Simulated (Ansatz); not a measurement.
**The perfect Sn wire along [110], 8 atoms a period, H-terminated**

Aim: is the Sn wire along [110], 8 atoms a period, H-terminated a metal or a semiconductor?

Program: Ansatz 0.2.0. Level of theory: DFT PBE, plane waves, PAW; relaxation of a wire's period; PAW set soft_1, in the first sound run; inputs show where later runs differ. Results are calculated unless marked as measured.

Report form: the programs' logs are mostly left out.

**1. Starting point**

The cell holds 16 atoms: 8 Sn and 8 H. Its edges and angles: a = 17.133 Å, b = 14.360 Å, c = 4.702 Å, α = 90.0°, β = 90.0°, γ = 90.0°. Vacuum lies along a and b. The structure's axis is c.

**2. Relaxation of atoms and period**

Band widths follow the bond lengths, so the wire is relaxed first. The atoms and the third cell vector are free; the box across stays fixed as vacuum. A Fermi-Dirac smearing is set since the result may be a metal. The pressure printed is a third of the stress's trace over the whole box, vacuum included; only the stress along the axis is relaxed.

input.yaml

```yaml
crystal:
  lattice:
    - [17.133, 0.0, 0.0]
    - [0.0, 14.36, 0.0]
    - [0.0, 0.0, 4.7022600949]
  atoms:
    - { symbol: Sn, position: [0.354454151, 0.499999935, 0.0] }
    - { symbol: H, position: [0.392517364, 0.763231067, 0.0] }
    - { symbol: Sn, position: [0.451489113, 0.663727654, 0.0] }
    - { symbol: Sn, position: [0.451489113, 0.336272216, 0.0] }
    - { symbol: Sn, position: [0.742593998, 0.499999935, 0.0] }
    - { symbol: H, position: [0.801565747, 0.599503348, 0.0] }
    - { symbol: H, position: [0.801565747, 0.400496521, 0.0] }
    - { symbol: H, position: [0.198447441, 0.599503348, 0.5] }
    - { symbol: H, position: [0.198447441, 0.400496521, 0.5] }
    - { symbol: Sn, position: [0.257419189, 0.499999935, 0.5] }
    - { symbol: Sn, position: [0.548524075, 0.663727654, 0.5] }
    - { symbol: Sn, position: [0.548524075, 0.336272216, 0.5] }
    - { symbol: H, position: [0.607495823, 0.763231067, 0.5] }
    - { symbol: H, position: [0.607495823, 0.236768802, 0.5] }
    - { symbol: Sn, position: [0.645559036, 0.499999935, 0.5] }
    - { symbol: H, position: [0.392517364, 0.236768802, 0.0] }
kpoints:
  mp_grid: { grid: [1, 1, 18] }
scf:
  occupations: { method: fermi_dirac, width: 0.05 }
hamiltonian:
  xc: pbe
  pseudopotentials: { kind: paw, azcp: { folder: soft_1 } }
relax:
  cell: { fix: [a, b, alpha, beta, gamma] }
  max_steps: 45
  f_tol: 0.03
```

The run is started by

```console
$ ansatz run input.yaml --threads 4 --pin off --max-ram 16384MiB --backend cpu --events-out ev --progress --plain --runs-dir out
```

Run time: 78 s. Hardware: 4 threads of Arm Neoverse V1, shared host; peak memory 2.3 GiB.

Relaxation path:

| step | energy less that of the first step (eV) | largest force component (eV/Å) | pressure (GPa) | volume (Å³) |
| --- | --- | --- | --- | --- |
| 1 | 0.0000 | 0.1998 | -0.38 | 1156.90 |
| 2 | 0.1554 | 0.9632 | 0.47 | 1156.34 |
| 3 | -0.0712 | 0.0406 | -0.04 | 1158.08 |
| 4 | -0.0725 | 0.0194 | -0.01 | 1157.20 |
| 5* | -0.0725 | 0.0194 | -0.01 | 1157.20 |

Relaxation steps marked * repeat the geometry before them on a plane-wave basis chosen anew for their cell, so energy and pressure can jump there. Relaxation step 2 was tried and not accepted.

Forces are held to the 8 operations that the run works with; a distortion that breaks them can't arise in this run.

```csv
cell as run,before,after,change
c (Å),4.702,4.703,+0.0 %
```

The atoms that moved most (Å, along periodic axes as changes of fractional coordinates times the final cell, across vacuum about the mean position):

```
atom      dx      dy     dz  length
 H16   0.033   0.074  0.000   0.081
 H14  -0.033   0.074  0.000   0.081
  H2   0.033  -0.074  0.000   0.081
 H13  -0.033  -0.074  0.000   0.081
Sn11  -0.031  -0.064  0.000   0.071
 Sn3   0.031  -0.064  0.000   0.071
Sn12  -0.031   0.064  0.000   0.071
 Sn4   0.031   0.064  0.000   0.071
```

Numbers from this step:

| Property | Result |
| --- | --- |
| cell length along the wire | 4.703 Å |

The cell's length comes to 4.703 Å with spin left out.

**3. Bands of the perfect wire**

This step: DFT PBE, plane waves, PAW; bands of a perfect wire; PAW set soft_1 (Ansatz 0.2.0).

At the relaxed period the bands are computed along the axis; those that cross an energy going forward count the channels that a perfect wire would open there.

input.yaml

```yaml
crystal:
  lattice:
    - [17.133, 0.0, 0.0]
    - [0.0, 14.36, 0.0]
    - [0.0, 0.0, 4.7034842419]
  atoms:
    - { symbol: Sn, position: [0.354814308, 0.5, 0.0] }
    - { symbol: H, position: [0.39444436, 0.758099864, 0.0] }
    - { symbol: Sn, position: [0.453292473, 0.659251116, 0.0] }
    - { symbol: Sn, position: [0.453292473, 0.340748884, 0.0] }
    - { symbol: Sn, position: [0.738440422, 0.5, 0.0] }
    - { symbol: H, position: [0.799091652, 0.59665399, 0.0] }
    - { symbol: H, position: [0.799091652, 0.40334601, 0.0] }
    - { symbol: H, position: [0.200908348, 0.59665399, 0.5] }
    - { symbol: H, position: [0.200908348, 0.40334601, 0.5] }
    - { symbol: Sn, position: [0.261559578, 0.5, 0.5] }
    - { symbol: Sn, position: [0.546707527, 0.659251116, 0.5] }
    - { symbol: Sn, position: [0.546707527, 0.340748884, 0.5] }
    - { symbol: H, position: [0.60555564, 0.758099864, 0.5] }
    - { symbol: H, position: [0.60555564, 0.241900136, 0.5] }
    - { symbol: Sn, position: [0.645185692, 0.5, 0.5] }
    - { symbol: H, position: [0.39444436, 0.241900136, 0.0] }
kpoints:
  mp_grid: { grid: [1, 1, 18] }
  band_path: { path: ["Γ", Z], npoints: 90 }
scf:
  occupations: { method: fermi_dirac, width: 0.05 }
hamiltonian:
  xc: pbe
  pseudopotentials: { kind: paw, azcp: { folder: soft_1 } }
output:
  dos: { e_range: [-5, 4] }
  write_potential: true
  write_density: true
  volumetric_format: npy
```

Run time: 94 s. Hardware: 4 threads; peak memory 4.2 GiB; 6.2 min of CPU time.

Numbers from this step:

```
band gap : 1.328 eV
```

The electronic bands at the labelled points (eV, zero at the Fermi level; v1 is the highest filled band, c1 the lowest empty one):

```
  point     v4     v3     v2     v1    c1    c2    c3    c4
      Γ  -1.60  -1.32  -1.21  -0.66  0.67  0.77  0.83  1.06
halfway  -1.95  -1.88  -1.86  -1.63  1.78  1.85  2.04  2.11
      Z  -2.07  -2.07  -2.04  -2.04  1.63  1.63  2.05  2.05
```

The gap is 1.33 eV, with spin left out.

On this path the gap is direct, 1.33 eV, with the valence top at Γ and the conduction bottom at Γ.

**4. Another level of theory, cutoff 500 eV, k-mesh 1×1×13**

This step: DFT r2SCAN, plane waves, PAW; bands of a perfect wire at the PBE geometry; PAW set soft_1 (Ansatz 0.2.0).

The atoms stay at the PBE geometry and the functional changes. r2SCAN also reads the kinetic-energy density; it often gives larger moments and wider gaps than PBE, at a higher cost. Against the first PBE run of this kind, the cutoff is 500 eV against 420 and the mesh along the wire has 13 points against 18.

input.yaml: that of step 3 with these lines changed.

```diff
@@ -23,3 +23,3 @@
 kpoints:
-  mp_grid: { grid: [1, 1, 18] }
+  mp_grid: { grid: [1, 1, 13] }
   band_path: { path: ["Γ", Z], npoints: 90 }
@@ -28,8 +28,3 @@
 hamiltonian:
-  xc: pbe
+  xc: r2scan
   pseudopotentials: { kind: paw, azcp: { folder: soft_1 } }
-output:
-  dos: { e_range: [-5, 4] }
-  write_potential: true
-  write_density: true
-  volumetric_format: npy
```

Elapsed: 2.7 min, on 4 threads; peak memory 6.6 GiB; 11 min of CPU time.

This step gave:

* band gap: 1.636 eV

The electronic bands at the labelled points (eV, zero at the Fermi level; v1 is the highest filled band, c1 the lowest empty one):

| point | v4 | v3 | v2 | v1 | c1 | c2 | c3 | c4 |
| --- | --- | --- | --- | --- | --- | --- | --- | --- |
| Γ | -1.79 | -1.51 | -1.39 | -0.81 | 0.83 | 0.87 | 0.92 | 1.11 |
| halfway | -2.17 | -2.10 | -2.08 | -1.83 | 1.98 | 2.05 | 2.17 | 2.22 |
| Z | -2.29 | -2.29 | -2.27 | -2.27 | 1.80 | 1.80 | 2.18 | 2.18 |

The gap is 1.64 eV, against 1.33 eV under PBE at the relaxed period.

**5. Levels at the same atoms, level HSE06, cutoff 420 eV**

This step: DFT HSE06, plane waves, PAW; levels of a perfect wire at the PBE geometry; PAW set soft_1 (Ansatz 0.2.0).

The atoms stay at the PBE geometry and the functional changes. HSE06 mixes in a quarter of short-range exact exchange, which removes part of the self-interaction that closes gaps; it is dear, so the mesh is thinner and no path is run. Against the first PBE run of this kind, the mesh along the wire has 7 points against 18.

input.yaml: that of step 4 with these lines changed.

```diff
@@ -23,4 +23,3 @@
 kpoints:
-  mp_grid: { grid: [1, 1, 13] }
-  band_path: { path: ["Γ", Z], npoints: 90 }
+  mp_grid: { grid: [1, 1, 7] }
 scf:
@@ -28,3 +27,3 @@
 hamiltonian:
-  xc: r2scan
+  xc: hse06
   pseudopotentials: { kind: paw, azcp: { folder: soft_1 } }
```

The job ended after 4.4 min (4 threads; peak memory 3 GiB).

Numbers from this step:

| Item | Value |
| --- | --- |
| band gap | 1.965 eV |

The gap is 1.96 eV, against 1.33 eV under PBE at the relaxed period.

**6. Two-component spinors, k-mesh 1×1×11**

This step: DFT PBE, plane waves, fully relativistic PAW; bands of a perfect wire with spin-orbit coupling; PAW set soft_1 (Ansatz 0.2.0).

Spin-orbit coupling mixes the spins and splits bands that cross or touch without it, so it can open or close channels. Fully relativistic datasets take the place of the scalar ones. Against the first PBE run of this kind, the mesh along the wire has 11 points against 18.

input.yaml: that of step 5 with these lines changed.

```diff
@@ -23,3 +23,4 @@
 kpoints:
-  mp_grid: { grid: [1, 1, 7] }
+  mp_grid: { grid: [1, 1, 11] }
+  band_path: { path: ["Γ", Z], npoints: 90 }
 scf:
@@ -27,3 +28,6 @@
 hamiltonian:
-  xc: hse06
-  pseudopotentials: { kind: paw, azcp: { folder: soft_1 } }
+  xc: pbe
+  pseudopotentials: { kind: paw_fr, azcp: { folder: soft_1 } }
+magnetization:
+  noncollinear: true
+  spin_orbit: true
```

The job ended after 27 min (4 threads; peak memory 11 GiB).

Numbers from this step:

| Item | Value |
| --- | --- |
| band gap | 1.303 eV |

The gap is 1.30 eV, against 1.33 eV under PBE at the relaxed period, with no moment.

**7. The ladder**

Times are for 4 threads of Arm Neoverse V1, shared host. The series side by side:

| no. | run | band gap (eV) | time | memory (GiB) |
| --- | --- | --- | --- | --- |
| 1 | lead | 1.328 | 94 s | 4.2 |
| 2 | levels | 1.636 | 2.7 min | 6.6 |
| 3 | levels | 1.965 | 4.4 min | 3.0 |
| 4 | SOC | 1.303 | 27 min | 11 |

**8. Strain along the wire, period over the relaxed period 1.1, k-mesh 1×1×12**

This step: DFT PBE, plane waves, PAW; relaxation at a fixed period; PAW set soft_1 (Ansatz 0.2.0).

The period is set to 1.1 times the relaxed one and the atoms relax within it: strain changes bond lengths and angles, which shifts the bands against each other. Against the first PBE run of this kind, the mesh along the wire has 12 points against 18.

The cell differs from the one that the last finished run ended in (c 4.703 → 5.174 Å).

input.yaml: that of step 6 with these lines changed.

```diff
@@ -4,3 +4,3 @@
     - [0.0, 14.36, 0.0]
-    - [0.0, 0.0, 4.7034842419]
+    - [0.0, 0.0, 5.1738326661]
   atoms:
@@ -23,3 +23,3 @@
 kpoints:
-  mp_grid: { grid: [1, 1, 11] }
+  mp_grid: { grid: [1, 1, 12] }
   band_path: { path: ["Γ", Z], npoints: 90 }
@@ -29,5 +29,7 @@
   xc: pbe
-  pseudopotentials: { kind: paw_fr, azcp: { folder: soft_1 } }
-magnetization:
-  noncollinear: true
-  spin_orbit: true
+  pseudopotentials: { kind: paw, azcp: { folder: soft_1 } }
+relax:
+  max_steps: 40
+  f_tol: 0.02
+output:
+  stress: true
```

Wall time 2.1 min (4 threads); peak memory 4.7 GiB; 8.3 min of CPU time.

Relaxation path:

| step | energy less that of the first step (eV) | largest force component (eV/Å) |
| --- | --- | --- |
| 1 | 0.0000 | 0.6029 |
| 2 | 0.1486 | 1.2480 |
| 3 | -0.1419 | 0.1276 |
| 4 | -0.1671 | 0.0650 |
| 5 | -0.1701 | 0.0088 |

Relaxation step 2 was tried and not accepted.

The run keeps the 8 symmetry operations that it works with, so distortions that break them were not tested.

The atoms that moved most (Å):

| atom | dx | dy | dz | length |
| --- | --- | --- | --- | --- |
| Sn5 | -0.208 | 0.000 | 0.000 | 0.208 |
| Sn10 | 0.208 | 0.000 | 0.000 | 0.208 |
| H6 | -0.191 | -0.006 | 0.000 | 0.191 |
| H7 | -0.191 | 0.006 | 0.000 | 0.191 |
| H8 | 0.191 | -0.006 | 0.000 | 0.191 |
| H9 | 0.191 | 0.006 | 0.000 | 0.191 |
| H16 | 0.082 | 0.003 | 0.000 | 0.082 |
| H2 | 0.082 | -0.003 | 0.000 | 0.082 |

Final coordinates:

```cif
data_structure
_symmetry_space_group_name_H-M 'P 1'
_symmetry_Int_Tables_number 1
_cell_length_a 17.1330
_cell_length_b 14.3600
_cell_length_c 5.1738
_cell_angle_alpha 90.000
_cell_angle_beta 90.000
_cell_angle_gamma 90.000
_cell_volume 1272.92
loop_
_atom_site_label
_atom_site_type_symbol
_atom_site_fract_x
_atom_site_fract_y
_atom_site_fract_z
_atom_site_occupancy
Sn1 Sn 0.35760 0.50000 0.00000 1
H2 H 0.39925 0.75789 0.00000 1
Sn3 Sn 0.45784 0.65840 0.00000 1
Sn4 Sn 0.45784 0.34160 0.00000 1
Sn5 Sn 0.72628 0.50000 0.00000 1
H6 H 0.78797 0.59620 0.00000 1
H7 H 0.78797 0.40380 0.00000 1
H8 H 0.21203 0.59620 0.50000 1
H9 H 0.21203 0.40380 0.50000 1
Sn10 Sn 0.27372 0.50000 0.50000 1
Sn11 Sn 0.54216 0.65840 0.50000 1
Sn12 Sn 0.54216 0.34160 0.50000 1
H13 H 0.60075 0.75789 0.50000 1
H14 H 0.60075 0.24211 0.50000 1
Sn15 Sn 0.64240 0.50000 0.50000 1
H16 H 0.39925 0.24211 0.00000 1
```

Numbers from this step:

```
band gap : 0.9384 eV
```

The electronic bands at the labelled points (eV, zero at the Fermi level; v1 is the highest filled band, c1 the lowest empty one):

```csv
point,v4,v3,v2,v1,c1,c2,c3,c4
Γ,-1.04,-0.94,-0.80,-0.47,0.47,0.56,0.75,0.90
halfway,-1.28,-1.12,-1.06,-0.78,2.14,2.20,2.28,2.40
Z,-1.35,-1.35,-1.17,-1.17,2.39,2.39,2.75,2.75
```

The gap is 0.938 eV, against 1.33 eV under PBE at the relaxed period.

**9. At a strained period, period over the relaxed period 1.03, k-mesh 1×1×13**

The period is set to 1.03 times the relaxed one and the atoms relax within it: strain changes bond lengths and angles, which shifts the bands against each other. Against the first PBE run of this kind, the mesh along the wire has 13 points against 18.

The cell differs from the one that the last finished run ended in (c 5.174 → 4.845 Å).

input.yaml: that of step 8 with these lines changed.

```diff
@@ -4,3 +4,3 @@
     - [0.0, 14.36, 0.0]
-    - [0.0, 0.0, 5.1738326661]
+    - [0.0, 0.0, 4.8445887692]
   atoms:
@@ -23,3 +23,3 @@
 kpoints:
-  mp_grid: { grid: [1, 1, 12] }
+  mp_grid: { grid: [1, 1, 13] }
   band_path: { path: ["Γ", Z], npoints: 90 }
```

Elapsed: 1.8 min, on 4 threads; peak memory 4.5 GiB; 7.1 min of CPU time.

The steps of the relaxation:

```
step  energy less that of the first step (eV)  largest force component (eV/Å)
   1                                   0.0000                          0.2334
   2                                   0.2611                          1.1222
   3                                  -0.0201                          0.0592
   4                                  -0.0208                          0.0172
```

Relaxation step 2 was tried and not accepted.

Forces are held to the 8 operations that the run works with; a distortion that breaks them can't arise in this run.

The atoms that moved most (Å):

```
atom      dx      dy     dz  length
 Sn5  -0.056   0.000  0.000   0.056
Sn10   0.056   0.000  0.000   0.056
  H6  -0.052  -0.001  0.000   0.052
  H7  -0.052   0.001  0.000   0.052
  H8   0.052  -0.001  0.000   0.052
  H9   0.052   0.001  0.000   0.052
 H14  -0.027   0.008  0.000   0.028
 H13  -0.027  -0.008  0.000   0.028
```

The relaxed structure:

```xyz
16
Lattice="17.1330 0.0000 0.0000 0.0000 14.3600 0.0000 0.0000 0.0000 4.8446" Properties=species:S:1:pos:R:3
Sn    6.0836    7.1800    0.0000
H     6.7849   10.8783    0.0000
Sn    7.7902    9.4552    0.0000
Sn    7.7902    4.9048    0.0000
Sn   12.5953    7.1800    0.0000
H    13.6385    8.5670    0.0000
H    13.6385    5.7930    0.0000
H     3.4945    8.5670    2.4223
H     3.4945    5.7930    2.4223
Sn    4.5377    7.1800    2.4223
Sn    9.3428    9.4552    2.4223
Sn    9.3428    4.9048    2.4223
H    10.3481   10.8783    2.4223
H    10.3481    3.4817    2.4223
Sn   11.0494    7.1800    2.4223
H     6.7849    3.4817    0.0000
```

This step gave:

```
band gap : 1.235 eV
```

The gap is 1.23 eV, against 1.33 eV under PBE at the relaxed period.

**10. What came out**

```json
{
  "cell length, PBE": "4.703 Å",
  "gap, PBE": "1.33 eV",
  "gap, r2SCAN": "1.64 eV",
  "gap, HSE06": "1.96 eV",
  "gap, with spin-orbit coupling": "1.30 eV",
  "gap, period scaled by 1.1": "0.938 eV",
  "gap, period scaled by 1.03": "1.23 eV"
}
```

In words: Under PBE the cell's length is 4.70 Å, and a gap of 1.33 eV makes it a semiconductor. At the relaxed period the wire is gapped under every functional, from 1.33 eV (PBE) to 1.96 eV (HSE06). Weak screening in one dimension makes quasiparticle gaps larger than the semilocal gaps, as a rule. Strain matters: under PBE the gap goes from 1.33 eV to 1.23 eV at 1.03 times the period and 0.938 eV at 1.1 times the period. A hybrid's gap is read on a coarse mesh, without a band path.

[Logs are printed without paths, hosts, clocks, repeated set-up lines and the standing remarks that a program may print on its own settings, such as how far it seeks lower states.]

[Hosts, paths, dates, database ids (printed as entryN), source tags and the programs' standing remarks are cut or masked in the printed files.]
